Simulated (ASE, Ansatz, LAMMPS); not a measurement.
# Energy and forces of (8,8) carbon nanotube in a second wall (251 atoms)

Wanted: forces and levels of (8,8) carbon nanotube in a second wall (251 atoms).

Main program and level: Ansatz 0.2.0; Kohn-Sham DFT, PBE+D3(BJ), PAW (set soft_2), localised support functions (medium).

## (1) The structure

The cell holds 251 atoms: 251 C. Cell: a = 26.574 Å, b = 26.617 Å, c = 7.380 Å, α = 90.0°, β = 90.0°, γ = 90.0°. It derives from C (graphene). Graphene sheet (a = 2.46 Å) rolled into a (8,8) tube of diameter 10.85 Å inside an (13, 13) tube, 3 periods, 9 Å of vacuum, one C removed; then minimised and run for 3 ps at 300 K (NVT) with a classical potential, last frame taken. Regions: inner wall, 96 atoms (96 C); outer wall, 155 atoms (155 C). Vacuum lies along a and b. The structure repeats along c.

Limits known from the start: Beside vacuum, support functions can miss their usual error bounds without a warning.

## (2) Making the structure

A classical potential prepares the built cell, by minimisation and a short run of dynamics.

This step: classical potential: AIREBO (Stuart, Tutein and Harrison, J. Chem. Phys. 112, 6472 (2000)) (LAMMPS stable Jul 2025 - Update 4).

in.lammps reads:

```
units metal
atom_style atomic
boundary p p p
atom_modify map array
read_data structure.data
pair_style airebo 3.0 1 1
pair_coeff * * CH.airebo C
thermo_style custom step temp pe press lx ly lz fmax
thermo 300
min_style cg
minimize 0 1e-4 3000 30000
reset_timestep 0
timestep 0.001
velocity all create 600 50475 dist gaussian
fix md all nvt temp 300 300 0.1
run 3000
write_data relaxed.data nocoeff
```

Launch:

```
$ lmp -in in.lammps -log log.lammps -screen none -nocite
```

The program printed:

```text
LAMMPS (22 Jul 2025 - Update 4)
  251 atoms
   Step          Temp          PotEng         Press            Lx             Ly             Lz            Fmax     
         0   0             -1851.917      -48621.21       26.574325      26.617199      7.38           1.7636598    
       300   0             -1854.7071     -18151.111      26.574325      26.617199      7.38           0.014013805  
       600   0             -1854.7093     -17997.215      26.574325      26.617199      7.38           0.00095744919
       900   0             -1854.7095     -18000.768      26.574325      26.617199      7.38           3.0494809e-05
       913   0             -1854.7095     -18000.826      26.574325      26.617199      7.38           1.3036225e-05
Loop time of 23.9118 on 1 procs for 913 steps with 251 atoms
Minimization stats:
  Stopping criterion = force tolerance
  Energy initial, next-to-last, final = 
     -1851.91697098669  -1854.70951219339   -1854.7095121936
[... 6 lines left out ...]
       600   318.72529     -1845.1789     -17055.627      26.574325      26.617199      7.38           4.3551066    
       900   288.19475     -1846.1566     -19338.565      26.574325      26.617199      7.38           4.7978045    
      1200   316.77724     -1845.5528     -19339.022      26.574325      26.617199      7.38           4.6201453    
      1500   268.30416     -1845.5553     -17487.925      26.574325      26.617199      7.38           5.0993275    
      1800   294.44878     -1845.128      -17362.469      26.574325      26.617199      7.38           4.3342994    
      2100   338.80782     -1845.2119     -17870.914      26.574325      26.617199      7.38           4.5655568    
      2400   309.59116     -1846.048      -21437.788      26.574325      26.617199      7.38           4.4349159    
      2700   337.69727     -1845.4943     -20824.69       26.574325      26.617199      7.38           4.9495581    
      3000   300.0013      -1845.3419     -19907.286      26.574325      26.617199      7.38           4.5615737    
Loop time of 33.2805 on 1 procs for 3000 steps with 251 atoms
```

Wall time 58 s (1 thread of Intel Xeon at 2.80GHz (Skylake/Cascade Lake), shared host).

## (3) Support functions medium

One self-consistent run at the given positions yields energy and forces.

input.yaml reads:

```yaml
crystal:
  lattice:
    - [26.57432, 0.0, 0.0]
    - [0.0, 26.6172, 0.0]
    - [0.0, 0.0, 7.38]
  atoms:
    - { symbol: C, position: [0.6719, 0.40077, 0.32365] }
    - { symbol: C, position: [0.68243, 0.42242, 0.16042] }
    - { symbol: C, position: [0.70088, 0.47225, 0.16295] }
    - { symbol: C, position: [0.70105, 0.49799, 0.33522] }
    - { symbol: C, position: [0.69457, 0.55155, 0.33271] }
    - { symbol: C, position: [0.68855, 0.57332, 0.16397] }
    - { symbol: C, position: [0.66171, 0.62181, 0.16227] }
    - { symbol: C, position: [0.65175, 0.64493, 0.33208] }
    - { symbol: C, position: [0.60983, 0.67905, 0.33293] }
    - { symbol: C, position: [0.58655, 0.68834, 0.49522] }
    - { symbol: C, position: [0.53437, 0.69965, 0.16761] }
    - { symbol: C, position: [0.5074, 0.70148, 0.33231] }
    - { symbol: C, position: [0.45501, 0.6884, 0.32382] }
    - { symbol: C, position: [0.43053, 0.68227, 0.49585] }
    - { symbol: C, position: [0.38217, 0.65938, 0.16034] }
    - { symbol: C, position: [0.36325, 0.64335, 0.33074] }
    - { symbol: C, position: [0.32749, 0.60377, 0.32418] }
    - { symbol: C, position: [0.31657, 0.57794, 0.16349] }
    - { symbol: C, position: [0.30089, 0.52747, 0.16068] }
    - { symbol: C, position: [0.29884, 0.50127, 0.32772] }
    - { symbol: C, position: [0.30498, 0.45083, 0.33966] }
    - { symbol: C, position: [0.31035, 0.42606, 0.15874] }
    - { symbol: C, position: [0.33713, 0.38067, 0.50003] }
    - { symbol: C, position: [0.35225, 0.36065, 0.33499] }
    - { symbol: C, position: [0.39369, 0.32846, 0.33265] }
    - { symbol: C, position: [0.41846, 0.31821, 0.16291] }
    - { symbol: C, position: [0.46789, 0.29985, 0.49622] }
    - { symbol: C, position: [0.49468, 0.3022, 0.32895] }
    - { symbol: C, position: [0.54763, 0.30676, 0.33164] }
    - { symbol: C, position: [0.57541, 0.31321, 0.16972] }
    - { symbol: C, position: [0.61764, 0.3438, 0.49796] }
    - { symbol: C, position: [0.63918, 0.3597, 0.33476] }
    [... 213 atom lines left out ...]
    - { symbol: C, position: [0.76072, 0.29548, 0.56753] }
    - { symbol: C, position: [0.7738, 0.31988, 0.73104] }
    - { symbol: C, position: [0.79325, 0.369, 0.72847] }
    - { symbol: C, position: [0.80031, 0.3921, 0.55878] }
    - { symbol: C, position: [0.81199, 0.44416, 0.55968] }
    - { symbol: C, position: [0.81813, 0.46998, 0.72503] }
kpoints:
  mp_grid: { grid: [1, 1, 2] }
hamiltonian:
  xc: pbe
  dispersion: d3bj
scf:
  occupations: { method: fermi_dirac, width: 0.05 }
  eigensolver: { kind: { support_functions: { accuracy: medium } } }
  mixing: { beta: 0.2 }
  max_iter: 150
output:
  forces: true
  eigenvalues: true
```

Launch:

```
$ ansatz run input.yaml --threads 8 --pin off --max-ram 15872MiB --backend cpu --events-out ev --progress --plain --runs-dir out
```

The program printed:

```text
Warning: scf.eigensolver.kind.support_functions: disabling space-group detection — the functions' gradient is summed over unrotated k-points, so no spatial operation reduces the k-mesh or symmetrises the density; time reversal is kept, so that k and −k are solved as one point where they differ and the mesh holds both, and exact exchange and, on two spinor components, a DFT+U term hold to it where the run has them: [...]
settings of this run that can trade accuracy for cost: scf.eigensolver.kind.support_functions [...]
Engine: ansatz 0.2.0, aarch64-unknown-linux-gnu
Pseudopotentials: kind: paw
Pseudopotential: C, paw, valence charge 4, recommended cutoff 420 eV (normal), C.paw.azcp
[... 5 lines on functional and potentials left out ...]
Crystal: 251 atoms, lattice volume = 5220.125 Å³
Basis set: ecut = 420 eV, 101977 PW (Γ), exchange–correlation on 360×360×100 points (8 copies of the dense FFT grid, shifted against one another)
Bands: 603, of which v1, the nominal top of the filled ones, is band 502 counted from 1 (501 counted from 0)
Symmetry: 1 space group operations
k-points: 2
[... 3 lines on functional and potentials left out ...]
Initial density: superposition of atomic densities (neutral atoms: chi_scale 0, normalization atom)
Initial wavefunctions: pseudopotential atomic-orbital guess
Eigensolver: Support functions (medium, 120×120×36 points, laid for a spacing of at most 0.228497 Å, radius 3.481406 Å, 168 sites without an atom, 1 species' potentials softened for the grid, 1 wholly corrected for its errors in the mean over positions, 1 with the egg-box correction, energy correction by stochastic trace)
Functional: x = pbe(κ = 0.804, μ = 0.219515), c = pbe(β = 0.066725)
SCF iter   1: F=—  HF=-63045.871951 eV  |F-HF|=—  |Δ(HF+E_count)|=         —  Δρ=7.26e-2  dr2=2.77e2  ethr=1.00e-1
preconditioner: auto → Resta (q_TF=auto, 2.073 Å⁻¹)  ε∞=6.8  [metal: Δε(μ)=0.034 eV  Ē_g=13.544 eV  σ=0.050 eV  W_gap=0.17  n_scr=788 (ndim 8)  ℏωp=16.3 eV  f_vac=0.543  D(μ)=24.10/eV (n_scr^D=54)  ε∞_Penn≈2.4  vacuum switching on, ρ_ref=3.3e-3 e/Å³]
SCF iter   2: F=—  HF=-63087.901388 eV  |F-HF|=—  |Δ(HF+E_count)|=    4.20e1  Δρ=7.43e-2  dr2=2.76e2  ethr=2.76e-2
SCF iter   3: F=—  HF=-63057.216466 eV  |F-HF|=—  |Δ(HF+E_count)|=    3.07e1  Δρ=6.00e-2  dr2=2.07e2  ethr=2.74e-2  κ⁻¹=1.0e0(r=1)
SCF iter   4: F=—  HF=-63036.693401 eV  |F-HF|=—  |Δ(HF+E_count)|=    2.05e1  Δρ=5.03e-2  dr2=1.64e2  ethr=2.06e-2  κ⁻¹=1.4e-1(r=2)
SCF iter   5: F=—  HF=-62981.336944 eV  |F-HF|=—  |Δ(HF+E_count)|=    5.54e1  Δρ=1.00e-2  dr2=9.60e0  ethr=1.63e-2  κ⁻¹=1.1e-3(r=3)
SCF iter   6: F=—  HF=-62981.274451 eV  |F-HF|=—  |Δ(HF+E_count)|=   6.25e-2  Δρ=9.35e-3  dr2=5.92e0  ethr=9.56e-4  κ⁻¹=6.9e-4(r=4)
SCF iter   7: F=—  HF=-62982.370156 eV  |F-HF|=—  |Δ(HF+E_count)|=    1.10e0  Δρ=4.61e-3  dr2=4.07e0  ethr=5.90e-4  κ⁻¹=1.2e-4(r=5)
SCF iter   8: F=—  HF=-62982.283341 eV  |F-HF|=—  |Δ(HF+E_count)|=   8.68e-2  Δρ=3.13e-3  dr2=1.30e0  ethr=4.05e-4  κ⁻¹=1.0e-4(r=6)
SCF iter   9: F=—  HF=-62982.288686 eV  |F-HF|=—  |Δ(HF+E_count)|=   5.34e-3  Δρ=2.58e-3  dr2=6.43e-1  ethr=1.30e-4  κ⁻¹=8.9e-5(r=7)
SCF iter  10: F=—  HF=-62982.382704 eV  |F-HF|=—  |Δ(HF+E_count)|=   9.40e-2  Δρ=2.07e-3  dr2=2.70e-1  ethr=6.40e-5  κ⁻¹=2.7e-5(r=7)
[...]
SCF iter  14: F=—  HF=-62982.524295 eV  |F-HF|=—  |Δ(HF+E_count)|=   2.18e-3  Δρ=2.71e-4  dr2=7.06e-3  ethr=1.96e-6  κ⁻¹=4.1e-4(r=7)
SCF iter  15: F=—  HF=-62982.525136 eV  |F-HF|=—  |Δ(HF+E_count)|=   8.41e-4  Δρ=2.07e-4  dr2=2.19e-3  ethr=7.03e-7  κ⁻¹=1.6e-4(r=7)
SCF iter  16: F=—  HF=-62982.525780 eV  |F-HF|=—  |Δ(HF+E_count)|=   6.44e-4  Δρ=1.79e-4  dr2=1.13e-3  ethr=2.18e-7  κ⁻¹=1.8e-4(r=7)
SCF iter  17: F=—  HF=-62982.526896 eV  |F-HF|=—  |Δ(HF+E_count)|=   1.12e-3  Δρ=6.19e-5  dr2=1.90e-4  ethr=1.12e-7  κ⁻¹=3.7e-5(r=7)
SCF iter  18: F=—  HF=-62982.527408 eV  |F-HF|=—  |Δ(HF+E_count)|=   5.13e-4  Δρ=4.55e-5  dr2=1.11e-4  ethr=1.89e-8  κ⁻¹=5.6e-5(r=7)
SCF iter  19: F=—  HF=-62982.527864 eV  |F-HF|=—  |Δ(HF+E_count)|=   4.55e-4  Δρ=2.36e-5  dr2=3.38e-5  ethr=1.10e-8  κ⁻¹=4.2e-5(r=7)
SCF iter  20: F=—  HF=-62982.528196 eV  |F-HF|=—  |Δ(HF+E_count)|=   3.33e-4  Δρ=1.22e-5  dr2=1.32e-5  ethr=3.36e-9  κ⁻¹=6.0e-5(r=7)
SCF iter  21: F=—  HF=-62982.528198 eV  |F-HF|=—  |Δ(HF+E_count)|=   1.54e-6  Δρ=1.01e-5  dr2=1.32e-5  ethr=1.31e-9  κ⁻¹=3.4e-4(r=7)
SCF iter  22: F=—  HF=-62982.528199 eV  |F-HF|=—  |Δ(HF+E_count)|=   8.08e-7  Δρ=8.37e-6  dr2=5.23e-6  ethr=1.31e-9  κ⁻¹=2.2e-4(r=7)
SCF iter  23: F=-62982.528198 eV  HF=-62982.528199 eV  |F-HF|=4.24e-7  |Δ(HF+E_count)|=   2.30e-7  Δρ=4.25e-6  dr2=1.40e-6  ethr=5.21e-10
SCF 1 converged in 23 iterations: F = -62982.535743 eV  dr2 = 1.40e-6
  greatest PAW one-centre occupation: 0.691 electrons in one spin orbital (limit 2), on the C atom at site 185 (counted from 0), in its partial waves of l = 0
SCF converged after 23 iterations
Stability not checked: this state was not tested for a lower state beside it, because the mixer in use, unlike msr1, does not test its closes by its own steps (another_mixer; see scf.mixing.algorithm and scf.lower_state_search)
Free energy (F): -62982.535743 eV
Harris-Foulkes:  -62982.535744 eV  (|F-HF|=4.24e-7)
Internal energy: -62982.355696 eV  (E = F + TS)
E sigma→0 (E₀):  -62982.445720 eV
Entropy (-TS):   -0.180047 eV (-0.717 meV/atom)
Fermi energy:    0.577476 eV
--- Per-component energies (eV) ---
  E_band       = -8777.593095
  E_kinetic    = 23008.106839
  E_local      = -482146.475882  (includes V_loc(G=0)·N_el)
  E_nonlocal   = 6915.580393
  E_softening  = 0.157562  (part of E_nonlocal)
  E_grid_corr  = 0.001567  (part of E_nonlocal)
  E_hartree    = 230074.998902
  E_xc         = -12091.878043
  E_vxc        = -14973.355212  (∫ρ·V_xc dr)
  E_paw        = -24955.357150  (= ΣΔE_a)
  E_vpaw       = -1731.720120  (= ΣTr[D̂ρ^β])
  E_aug_tail   = 0.002100  (compensation charges beyond the density's cutoff)
  E_ewald      = 196242.969044
  E_disp       = -30.294355  (pairwise vdW)
  E_smearing   = -0.180047  (= −TS)
  E_closure    = 0.000000  (closes the sum)
  E_support_correction = -0.007545  (second-order, or where that is not computed along the SCF)
  E_support_correction_error = 8.9e-5  (of E_support_correction; not in F)
  Σ components = -62982.535743   (vs F -62982.535743, Δ=0.00e0)
--- Forces (eV/Å), atoms counted from 1 ---
  atom   1  C     -0.66576883    -1.60325576     2.28274471
  atom   2  C      1.14099006     1.13246454    -1.95528695
  atom   3  C     -0.89894974    -0.69350801     1.03992420
  atom   4  C      0.50129239     2.14004003    -2.61589214
  atom   5  C      1.02888371    -2.36439685     0.44196784
  atom   6  C     -0.94315806     2.76923761    -1.22370882
  atom   7  C      3.06200073    -2.59502244     1.54908073
  atom   8  C     -1.25029682     0.59370714    -0.49578603
  atom   9  C      1.36981305    -1.66069612    -0.92746073
  atom  10  C     -2.24036553     0.71725963     1.46963858
  atom  11  C     -0.12699734     0.10042664    -0.29336667
  atom  12  C     -1.40678433    -0.89429239    -0.54341635
  atom  13  C      0.28784175     1.38247020     1.68486487
  atom  14  C      0.62476087    -1.08907037     0.10940192
[...]
atom 250  C      0.69750945    -0.23357735    -0.69249392
  atom 251  C      0.32507001    -0.49523313     1.53485840
  max |Σ_I F_I| component: 8.86e-3 eV/Å
--- Band table (eV) ---
  k-point 0: bands = ["-19.4869", "-19.4356", "-19.3390", "-19.2837", [... 499 levels ...], "0.6436", "0.6949", "0.7369", "0.8381", "1.0482", "1.1004", "1.1130", "1.2325", "1.4310", "1.4496", "1.4631", "1.5143"]
  k-point 1: bands = ["-19.0301", "-18.9986", "-18.9629", "-18.9106", [... 499 levels ...], "0.7671", "1.7587", "1.7677", "1.8094", "1.8435", "1.8710", "1.9055", "1.9414", "1.9687", "1.9714", "1.9901", "1.9908"]
settings of this run that can trade accuracy for cost: scf.eigensolver.kind.support_functions [...]
```

It took 3.8 min on 8 threads of Arm Neoverse V2, shared host; peak memory 6.9 GiB; 30 min of CPU time.

The program notes that the band table was not solved further than the SCF left it and it switched symmetry off.

Read from the output:

```
free energy                             : -62982.5357 eV
free energy per atom                    : -250.9264 eV/atom
SCF cycles                              : 23
r.m.s. force component                  : 1.137 eV/Å
longest force                           : 4.302 eV/Å
Fermi energy                            : 0.5775 eV
levels partly filled by over 2 per cent : 8
```

Neighbours are counted within 1.82 Å (C-C).

Length of the force by element and coordination:

| element | coordination | atoms | mean length of the force (eV/Å) | spread | least | most |
| --- | --- | --- | --- | --- | --- | --- |
| C | all | 251 | 1.79 | 0.813 | 0.160 | 4.30 |
| C | 2 | 3 | 1.63 | 0.390 | 1.31 | 2.18 |
| C | 3 | 248 | 1.80 | 0.816 | 0.160 | 4.30 |

By region:

| region | atoms | mean length of the force (eV/Å) |
| --- | --- | --- |
| inner wall | 96 | 1.94 |
| outer wall | 155 | 1.71 |

The levels nearest the highest filled one (over half full), pooled over k-points and spins:

| level less the highest filled one (eV) | occupation |
| --- | --- |
| -0.590 | 2 |
| -0.457 | 2 |
| -0.372 | 2.00 |
| -0.354 | 2.00 |
| -0.273 | 2.00 |
| 0 | 1.38 |
| 0.0601 | 0.801 |
| 0.0834 | 0.592 |
| 0.0946 | 0.503 |
| 0.106 | 0.421 |
| 0.158 | 0.174 |
| 0.200 | 0.079 |

## (4) Structure statistics

Bonds and neighbours are counted at the geometry of the runs.

Normalised to the volume that the atoms fill. Pair distribution function in bins of 0.1 Å:

| r (Å) | total |
| --- | --- |
| 1.25 | 0.00 |
| 1.35 | 4.57 |
| 1.45 | 8.66 |
| 1.55 | 0.00 |
| 1.65 | 0.00 |
| 1.75 | 0.00 |
| 1.85 | 0.00 |
| 1.95 | 0.00 |
| 2.05 | 0.00 |
| 2.15 | 0.00 |
| 2.25 | 0.00 |
| 2.35 | 1.33 |
| 2.45 | 7.05 |
| 2.55 | 0.43 |
| 2.65 | 0.06 |
| 2.75 | 1.21 |
| 2.85 | 1.98 |
| 2.95 | 0.09 |
| 3.05 | 0.04 |
| 3.15 | 0.08 |
| 3.25 | 0.18 |
| 3.35 | 0.34 |
| 3.45 | 0.45 |
| 3.55 | 0.51 |
| 3.65 | 1.85 |
| 3.75 | 2.75 |
| 3.85 | 0.81 |
| 3.95 | 0.67 |
| 4.05 | 0.78 |
| 4.15 | 1.31 |
| 4.25 | 2.04 |
| 4.35 | 0.54 |
| 4.45 | 0.51 |
| 4.55 | 0.56 |
| 4.65 | 0.54 |
| 4.75 | 1.11 |
| 4.85 | 1.60 |
| 4.95 | 1.46 |
| 5.05 | 1.13 |
| 5.15 | 0.98 |
| 5.25 | 0.39 |
| 5.35 | 0.43 |
| 5.45 | 0.59 |
| 5.55 | 0.66 |

Bonds by pair of elements; cutoffs follow the first minimum of g(r), held within bounds set by covalent radii, and pairs that aren't listed don't count as bonded:

| pair A-B | cutoff (Å) | bonds | mean length (Å) | spread (Å) | shortest (Å) | B about A | A about B |
| --- | --- | --- | --- | --- | --- | --- | --- |
| C-C | 1.82 | 375 | 1.41 | 0.024 | 1.34 | 2.99 | 2.99 |

How many atoms have how many bonded neighbours:

| element | mean | 2 | 3 |
| --- | --- | --- | --- |
| C | 2.99 | 3 | 248 |

Bond angles (no mean is given where the spread exceeds 20°):

| angle | count | mean (°) | spread (°) |
| --- | --- | --- | --- |
| C-C-C | 747 | 120 | 2.4 |

Bond length by coordination (bonds to H left out):

| element | coordination | atoms | mean bond length (Å) |
| --- | --- | --- | --- |
| C | 2 | 3 | 1.42 |
| C | 3 | 248 | 1.41 |

The first peak of g(r) lies near 1.41 Å. Counting bonds as in the table, 99 % of C atoms have 3 bonded neighbours. The C-C-C angle averages 120° with a spread of 2°.

A closer look about C7, which bears the longest force: 10 atoms, nearest first, numbered in the order of the input, with positions taken from that point.

| atom | x | y | z | distance (Å) | bonds | Fx | Fy | Fz (eV/Å) |
| --- | --- | --- | --- | --- | --- | --- | --- | --- |
| C7 | 0.00 | 0.00 | 0.00 | 0.00 | 3 | 3.06 | -2.60 | 1.55 |
| C176 | -0.38 | 0.49 | -1.22 | 1.37 | 3 | -1.46 | 2.05 | -0.29 |
| C8 | -0.26 | 0.62 | 1.25 | 1.42 | 3 | -1.25 | 0.59 | -0.50 |
| C6 | 0.71 | -1.29 | 0.01 | 1.47 | 3 | -0.94 | 2.77 | -1.22 |
| C177 | -1.40 | 1.51 | -1.22 | 2.39 | 3 | 0.53 | -1.81 | -0.55 |
| C9 | -1.38 | 1.52 | 1.26 | 2.41 | 3 | 1.37 | -1.66 | -0.93 |
| C5 | 0.87 | -1.87 | 1.26 | 2.42 | 3 | 1.03 | -2.36 | 0.44 |
| C175 | 0.00 | -0.08 | -2.42 | 2.42 | 3 | 2.35 | -0.48 | -0.49 |
| C91 | 0.15 | 0.07 | 2.47 | 2.48 | 3 | 0.67 | -1.05 | 1.57 |
| C173 | 1.02 | -1.93 | -1.25 | 2.52 | 3 | -0.92 | 0.34 | 2.21 |

## (5) Outcome

* free energy per atom: -250.9264 eV/atom
* r.m.s. force component: 1.137 eV/Å
* wall time of the 1 DFT run: 3.8 min

**Reading.** No gap is quoted, since levels at the Fermi energy are partly filled. Counting bonds as in the table, 99 % of C atoms have 3 bonded neighbours.

What to keep in mind: The geometry is a frame of classical dynamics and isn't relaxed at this level: its force components are 1.1 eV/Å r.m.s.

[Long decimals in the printed logs are rounded to 6 places.]

[Logs are printed without paths, hosts, clocks, repeated set-up lines and the standing remarks that a program may print on its own settings, such as how far it seeks lower states.]

[Hosts, paths, dates, database ids (printed as entryN), source tags and the programs' standing remarks are cut or masked in the printed files.]
